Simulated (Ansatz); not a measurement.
# A hypothetical structure for Na2RuCl4, part 2 of 2

Starting from a made-up structure for Na2RuCl4, the aim is the relaxed cell, its shortest contacts and, where a second run follows, its electronic structure.

Ansatz 0.2.0; DFT, r2SCAN, plane-wave PAW, files of the set soft_1, scalar-relativistic, no spin, cell and ions relaxed at zero pressure; PAW set soft_1 (the session's first sound run).

So far: Starting point; Relaxation of the guess.

**2. Relaxation of the guess (continued)**

Relaxation path:

| step | energy less that of the first step (eV) | largest force component (eV/Å) | pressure (GPa) | volume (Å³) |
| --- | --- | --- | --- | --- |
| 1 | 0.0000 | 1.7431 | 3.49 | 162.49 |
| 2 | -0.3722 | 0.3235 | 0.37 | 164.49 |
| 3 | -0.4225 | 0.0349 | -0.02 | 162.79 |
| 4 | -0.4283 | 0.0468 | -0.10 | 162.68 |
| 5 | -0.4289 | 0.0051 | 0.02 | 161.94 |
| 6* | -0.4291 | 0.0051 | 0.02 | 161.94 |

Relaxation steps marked * repeat the geometry before them on a plane-wave basis chosen anew for their cell, so energy and pressure can jump there.

Forces are held to the 16 operations that the run works with; a distortion that breaks them can't arise in this run.

| conventional cell, symmetrised | before | after | change |
| --- | --- | --- | --- |
| a (Å) | 4.656 | 4.794 | +3.0 % |
| b (Å) | 4.656 | 4.794 | +3.0 % |
| c (Å) | 14.991 | 14.092 | -6.0 % |
| volume (Å³/atom) | 23.21 | 23.13 | -0.3 % |

The atoms that moved most (Å, as changes of fractional coordinates times the final cell):

| atom | dx | dy | dz | length |
| --- | --- | --- | --- | --- |
| Cl3 | 0.000 | 0.000 | -0.250 | 0.250 |
| Cl2 | 0.000 | 0.000 | 0.250 | 0.250 |
| Na6 | 0.000 | 0.000 | -0.119 | 0.119 |
| Na7 | 0.000 | 0.000 | 0.119 | 0.119 |

The relaxed structure:

```cif
data_structure
_symmetry_space_group_name_H-M 'P 1'
_symmetry_Int_Tables_number 1
_cell_length_a 7.8191
_cell_length_b 7.8191
_cell_length_c 7.8191
_cell_angle_alpha 144.296
_cell_angle_beta 144.296
_cell_angle_gamma 51.385
_cell_volume 161.94
loop_
_atom_site_label
_atom_site_type_symbol
_atom_site_fract_x
_atom_site_fract_y
_atom_site_fract_z
_atom_site_occupancy
Ru1 Ru 0.00000 0.00000 0.00000 1
Cl2 Cl 0.17096 0.17096 0.00000 1
Cl3 Cl 0.82904 0.82904 0.00000 1
Cl4 Cl 0.50000 0.00000 0.50000 1
Cl5 Cl 0.00000 0.50000 0.50000 1
Na6 Na 0.63744 0.63744 0.00000 1
Na7 Na 0.36256 0.36256 0.00000 1
```

This step gave:

```yaml
free_energy: -13210.7964 eV
energy_at_zero_smearing: -13210.7848 eV
smearing_term_ts: 0.02316 eV
fermi_energy: 4.853 eV
electrons: 62
symmetry_operations: 16
pressure: 0.02015 GPa
```

Shortest distances by pair of elements, guess and relaxed (not always the same contact):

| pair | guess (Å) | relaxed (Å) |
| --- | --- | --- |
| Cl–Ru | 2.297 | 2.397 |
| Cl–Na | 3.012 | 2.700 |
| Cl–Cl | 3.270 | 3.390 |
| Na–Na | 4.374 | 3.874 |
| Na–Ru | 3.953 | 3.904 |

The relaxation ends with a largest force component of 0.0051 eV/Å and a pressure of 0.02 GPa.

**3. Bands of the relaxed cell**

With the geometry fixed, one more self-consistent run, with a narrower smearing and the mesh shown in its input, gives the bands, and its pressure, and its forces where symmetry allows any, show how far the geometry depends on these settings.

This step: DFT, r2SCAN, plane-wave PAW, files of the set soft_1, scalar-relativistic, no spin, bands and density of states at the relaxed cell; PAW set soft_1 (Ansatz 0.2.0).

input.yaml reads:

```yaml
crystal:
  lattice:
    - [-2.3970322104, 2.3970322104, 7.0460943624]
    - [2.3970322104, -2.3970322104, 7.0460943624]
    - [2.3970322104, 2.3970322104, -7.0460943624]
  atoms:
    - { symbol: Ru, position: [0.0, 0.0, 0.0] }
    - { symbol: Cl, position: [0.1709570945, 0.1709570945, 0.0] }
    - { symbol: Cl, position: [0.8290429055, 0.8290429055, 0.0] }
    - { symbol: Cl, position: [0.5, 0.0, 0.5] }
    - { symbol: Cl, position: [0.0, 0.5, 0.5] }
    - { symbol: Na, position: [0.637435787, 0.637435787, 0.0] }
    - { symbol: Na, position: [0.362564213, 0.362564213, 0.0] }
kpoints:
  mp_grid: { grid: [10, 10, 10] }
  band_path:
    path:
      - [[0.0, 0.0, 0.0], [-0.5, 0.5, 0.0], [-0.5, 0.5, -0.05786565], [-0.27893282, 0.27893282, -0.27893282], [0.0, 0.0, 0.0], [0.5, 0.5, -0.5], [0.27893282, 0.72106718, -0.72106718], [0.0, 0.5, -0.5], [-0.25, 0.75, -0.25], [0.05786565, 0.94213435, -0.5], [0.5, 0.5, -0.5]]
      - [[-0.5, 0.5, 0.0], [-0.25, 0.75, -0.25]]
    npoints: 7
scf:
  occupations: { method: fermi_dirac, width: 0.03 }
  n_extra_bands: 11
hamiltonian:
  xc: r2scan
  pseudopotentials: { kind: paw, azcp: { folder: soft_1 } }
output:
  forces: true
  stress: true
  write_bands: true
  dos: { projected: true }
  write_density: true
  write_potential: true
  elf: true
  volumetric_format: npy
```

Launch:

```bash
$ ansatz run input.yaml --threads 4 --pin off --max-ram 10240MiB --backend cpu --events-out ev --progress --plain --runs-dir out
```

Numbers of over 12 decimals in the logs are rounded to 6 here.

The program printed:

```text
[...]
Crystal: 7 atoms, lattice volume = 161.941 Å³
Basis set: ecut = 500 eV, 4153 PW (Γ), exchange–correlation on 240×240×240 points (64 copies of the dense FFT grid, shifted against one another)
Bands: 42, of which v1, the nominal top of the filled ones, is band 31 counted from 1 (30 counted from 0)
Symmetry: 16 space group operations
[...]
k-points: 102 of 1000
[...]
SCF iter   1: F=—  HF=-13212.601665 eV  |F-HF|=—  |Δ(HF+E_count)|=         —  Δρ=7.41e-2  dr2=5.67e0  dr2_τ=1.70e-1  ethr=3.10e-3  ⟨swp⟩=7.7  Hψ=20070  notcnv=0  defer=33
[...]
SCF iter   9: F=-13210.788261 eV  HF=-13210.788261 eV  |F-HF|=2.87e-9  |Δ(HF+E_count)|=   4.15e-8  Δρ=3.36e-6  dr2=9.21e-9  dr2_τ=9.89e-10  ethr=1.61e-10  ⟨swp⟩=20.4  Hψ=37779  notcnv=0
SCF 1 converged in 9 iterations: F = -13210.788261 eV  dr2 = 9.21e-9
[...]
NSCF: frozen V_eff on 79 k-points
SCF converged after 9 iterations
Free energy (F): -13210.788261 eV
[...]
Internal energy: -13210.779647 eV  (E = F + TS)
E sigma→0 (E₀):  -13210.783954 eV
Entropy (-TS):   -0.008614 eV (-1.231 meV/atom)
Fermi energy:    4.818645 eV
[...]
--- Forces (eV/Å), atoms counted from 1 ---
  atom   1  Ru     0.00000000    -0.00000000     0.00000000
  atom   2  Cl     0.00000000     0.00000000     0.00529366
  atom   3  Cl    -0.00000000    -0.00000000    -0.00529366
  atom   4  Cl     0.00000000     0.00000000    -0.00000000
  atom   5  Cl     0.00000000    -0.00000000    -0.00000000
  atom   6  Na     0.00000000    -0.00000000     0.00123835
  atom   7  Na    -0.00000000    -0.00000000    -0.00123835
  max |Σ_I F_I| component: 8.67e-19 eV/Å
--- Stress (GPa, compression-positive) ---
        0.020910       0.000000      -0.000000
        0.000000       0.020910       0.000000
       -0.000000       0.000000       0.027600
  P = ⅓ Tr σ = 0.0231 GPa (0.231 kbar)
--- Band table (eV; the first three rows and the last of 102) ---
  k-point 0: bands = [... 27 lower, 2.1101, 3.0603, 4.0129, 4.0129, 4.5468, 5.6935, 7.8466, 9.8781, ... 7 higher]
  k-point 1: bands = [... 27 lower, 2.0480, 3.3583, 4.0605, 4.0907, 4.9661, 5.9283, 8.1568, 10.1303, ... 7 higher]
  k-point 2: bands = [... 27 lower, 1.9549, 3.8773, 4.2096, 4.2881, 5.9573, 6.4255, 8.9291, 10.5706, ... 7 higher]
  k-point 101: bands = [... 27 lower, 1.6877, 3.0608, 4.2062, 4.2062, 4.5467, 5.7771, 8.3622, 9.2237, ... 7 higher]
```

Run time: 16 s. Hardware: 4 threads of Intel Xeon 6975P-C (Granite Rapids), shared host; peak memory 1.8 GiB.

This step gave:

| Item | Value |
| --- | --- |
| free energy | -13210.7883 eV |
| energy at zero smearing | -13210.7840 eV |
| smearing term TS | 0.008614 eV |
| Fermi energy | 4.819 eV |
| pressure | 0.02314 GPa |

From bands.tsv, the bands that come nearest the Fermi level along the path, at its corners, in eV from the Fermi level:

| point | band 28 | band 29 | band 30 | band 31 | band 32 | band 33 | band 34 | band 35 |
| --- | --- | --- | --- | --- | --- | --- | --- | --- |
| Γ | -2.71 | -1.76 | -0.81 | -0.81 | -0.27 | 0.87 | 3.03 | 5.06 |
| X | -2.40 | -0.11 | 0.00 | 0.01 | 2.46 | 4.04 | 4.33 | 6.12 |
| Y | -2.41 | -0.15 | -0.04 | -0.01 | 2.44 | 3.84 | 4.39 | 6.13 |
| S | -2.55 | -0.69 | -0.41 | -0.10 | 0.32 | 2.75 | 5.40 | 5.60 |
| Γ | -2.71 | -1.76 | -0.81 | -0.81 | -0.27 | 0.87 | 3.03 | 5.06 |
| Z | -3.13 | -1.76 | -0.61 | -0.61 | -0.27 | 0.96 | 3.54 | 4.41 |
| S1 | -2.55 | -0.69 | -0.41 | -0.10 | 0.32 | 2.75 | 5.40 | 5.60 |
| N | -2.66 | -0.70 | -0.37 | -0.08 | 0.32 | 2.78 | 5.40 | 5.51 |
| P | -2.55 | -0.05 | -0.05 | 0.00 | 2.42 | 4.04 | 4.53 | 5.75 |
| Y1 | -2.41 | -0.15 | -0.04 | -0.01 | 2.44 | 3.84 | 4.39 | 6.13 |
| Z | -3.13 | -1.76 | -0.61 | -0.61 | -0.27 | 0.96 | 3.54 | 4.41 |
| X | -2.40 | -0.11 | 0.00 | 0.01 | 2.46 | 4.04 | 4.33 | 6.12 |
| P | -2.55 | -0.05 | -0.05 | 0.00 | 2.42 | 4.04 | 4.53 | 5.75 |

Counts of states for the cell as run, both spins, by energy window (eV from the Fermi level):

| from | to | total |
| --- | --- | --- |
| -8 | -7 | 0.26 |
| -7 | -6 | 2.27 |
| -6 | -5 | 6.17 |
| -5 | -4 | 4.27 |
| -4 | -3 | 7.21 |
| -3 | -2 | 3.83 |
| -2 | -1 | 0.41 |
| -1 | 0 | 5.66 |
| 0 | 1 | 0.98 |
| 1 | 2 | 1.12 |
| 2 | 3 | 1.53 |
| 3 | 4 | 0.63 |
| 4 | 5 | 1.45 |
| 5 | 6 | 2.58 |

Below -8 eV lie 32.0 more states.

Electrostatic potential energy in the ab plane of the cell as run, not the conventional one, at fractional z = 0.000, with atoms of Ru and Cl and Na within 0.2 Å of it. With pseudopotentials it is smooth inside the atoms' cores, unlike the true potential.

Ten even steps from '_' (-71 eV) to '@' (9 eV), each cell a mean:
```
____::##@@@@@@@@@@@@@@@@@@@@@@%%##%%%%%%++__
..__::**@@@@@@@@@@@@@@@@@@@@@@##++++**%%%%++
##++++##@@@@@@@@@@@@@@@@@@@@@@%%++====++%%%%
@@%%%%%%@@@@@@@@@@@@@@@@@@@@@@@@**======**%%
@@@@@@@@@@@@@@@@@@@@@@@@%%@@@@@@%%++====++%%
@@@@@@@@@@@@@@@@@@@@@@%%****%%@@@@%%**++++##
@@@@@@@@@@@@@@@@@@@@@@%%--__::##@@@@@@%%##%%
@@@@@@@@@@@@@@@@@@@@@@%%++____::%%@@@@@@@@@@
@@@@@@@@@@@@@@@@@@@@@@@@%%--____**@@@@@@@@@@
@@@@@@@@@@@@@@@@@@@@@@@@@@%%++--**%%@@@@@@@@
@@@@@@@@@@@@%%@@@@@@@@@@@@@@%%%%%%@@@@@@@@@@
@@@@@@@@@@%%****%%@@@@@@@@@@@@@@@@@@@@@@@@@@
@@@@@@@@@@%%--..--##@@@@@@@@@@@@@@@@@@@@@@@@
@@@@@@@@@@%%==____--%%@@@@@@@@@@@@@@@@@@@@@@
@@@@%%@@@@@@%%--__..**@@@@@@@@@@@@@@@@@@@@@@
@@##****%%@@@@%%==--**%%@@@@@@@@@@@@@@@@@@@@
@@**====++%%@@@@%%%%%%@@@@@@@@@@@@@@@@@@@@@@
@@##======++%%@@@@@@@@@@@@@@@@@@@@@@@@@@@@@@
%%%%++======**@@@@@@@@@@@@@@@@@@@@@@%%##**##
++%%%%++====**%%@@@@@@@@@@@@@@@@@@@@%%++::::
__==%%%%##**##@@@@@@@@@@@@@@@@@@@@@@%%++____
____++%%@@@@@@@@@@@@@@@@@@@@@@@@@@@@@@##..__
```
Columns run along a (7.8 Å; values clipped at the 3rd and 97th percentile), rows up along b (7.8 Å). Atoms in or near the plane, at fractional coordinates: Ru at (0.00, 0.00), Cl at (0.17, 0.17), Cl at (0.83, 0.83), Na at (0.64, 0.64), Na at (0.36, 0.36).

Valence density in the ab plane of the cell as run, not the conventional one, at fractional z = 0.000, with atoms of Ru and Cl and Na within 0.2 Å of it. It is the smooth field of the valence electrons, not physical close to the nuclei.

Values in e/Å³, 12 rows by 16 columns, each cell a mean:
```
 8  6  1  0  0  0  0  0  0  0  0  1  1  1  1  3
 1  2  1  0  0  0  0  0  0  0  0  1  2  1  1  1
 0  0  0  0  0  0  0  0  0  0  0  0  1  1  2  1
 0  0  0  0  0  0  0  0  1  8  7  1  0  1  1  1
 0  0  0  0  0  0  0  0  0  4 16  7  0  0  0  0
 0  0  0  0  0  0  0  0  0  0  1  2  0  0  0  0
 0  0  0  0  2  5  1  0  0  0  0  0  0  0  0  0
 0  0  0  0  2 13 14  2  0  0  0  0  0  0  0  0
 1  1  1  1  0  1  5  2  0  0  0  0  0  0  0  0
 1  1  1  1  1  0  0  0  0  0  0  0  0  0  0  0
 1  1  1  1  1  1  0  0  0  0  0  0  0  1  3  4
 8  2  1  1  1  0  0  0  0  0  0  0  0  0  3  9
```
Columns run along a (7.8 Å), rows up along b (7.8 Å). Atoms in or near the plane, at fractional coordinates: Ru at (0.00, 0.00), Cl at (0.17, 0.17), Cl at (0.83, 0.83), Na at (0.64, 0.64), Na at (0.36, 0.36).

ELF in the ab plane of the cell as run, not the conventional one, at fractional z = 0.000, with atoms of Ru and Cl and Na within 0.2 Å of it. It is the smooth field of the valence electrons, not physical close to the nuclei.

Ten even steps from '_' (0.01) to '@' (0.88), each cell a mean:
```
**####==::--**####++..__::##@@@@@@@@##::::==
**####**--....------____..**@@@@@@%%@@##--::
==##**++--..______________--%%@@@@**++%%##::
::==++--::..________________==%%@@**::++@@##
++::::::..____________..::..__++@@%%****%%@@
##--....______________==**++--__++@@@@@@@@@@
%%++..________________==**++++--__++%%@@@@@@
%%**..________________..**==--++--__==%%@@@@
##++::__________________--++==++++..__--**##
::::______________________--******::____..::
__________..::______________..====..________
__________==**++--________________________..
++==::____==**++**==____________________--++
%%%%##==....**==--**--__________________--##
@@@@@@%%++__--++==++++__________________--##
@@@@@@@@@@++__--******::________________..**
%%@@%%##%%@@++__..====..____________......--
**@@##--++%%@@++..________________..::----::
::##%%++--##@@%%==______________..::--++**==
--::##%%##%%@@@@##::______::......::++**####
++..::##@@@@@@@@%%==____::++**++--::==######
++++--::**%%@@@@%%++____::##%%%%##++::==****
```
Columns run along a (7.8 Å), rows up along b (7.8 Å). Atoms in or near the plane, at fractional coordinates: Ru at (0.00, 0.00), Cl at (0.17, 0.17), Cl at (0.83, 0.83), Na at (0.64, 0.64), Na at (0.36, 0.36).

**4. Outcome**

```json
{
 "space group, relaxed": "I4/mmm",
 "conventional cell": "a = 4.794, b = 4.794, c = 14.092 Å; α = 90.0°, β = 90.0°, γ = 90.0°",
 "volume per atom": "23.13 Å³ (guess 23.21)"
}
```

**Reading.** Na2RuCl4 relaxes to I4/mmm with a = 4.794, b = 4.794 and c = 14.092 Å. The guessed volume was near the relaxed one. The space group I4/mmm was held in the relaxation, so the end point is a stationary structure within it and may be a saddle against distortions or other arrangements. Bands cross the Fermi level, so it is a metal or semimetal at this level. Semilocal functionals can close a small real gap, so this isn't settled for compounds with anions. On the 10×10×10 mesh with the narrower smearing (relaxed on 8×8×8) the largest force component is 0.005 eV/Å and the largest stress component is 0.028 GPa, within the relaxation's thresholds of 0.015 eV/Å and 0.05 GPa. The cutoff wasn't tested. No dispersion term is used, so weakly bound directions may come out too long. The runs have no spin, and magnetism wasn't tested. Nothing here tests whether the compound is stable against decomposition.

[Logs are printed without paths, hosts, clocks, repeated set-up lines and the standing remarks that a program may print on its own settings, such as how far it seeks lower states.]

[Hosts, paths, dates, database ids (printed as entryN), source tags and the programs' standing remarks are cut or masked in the printed files.]
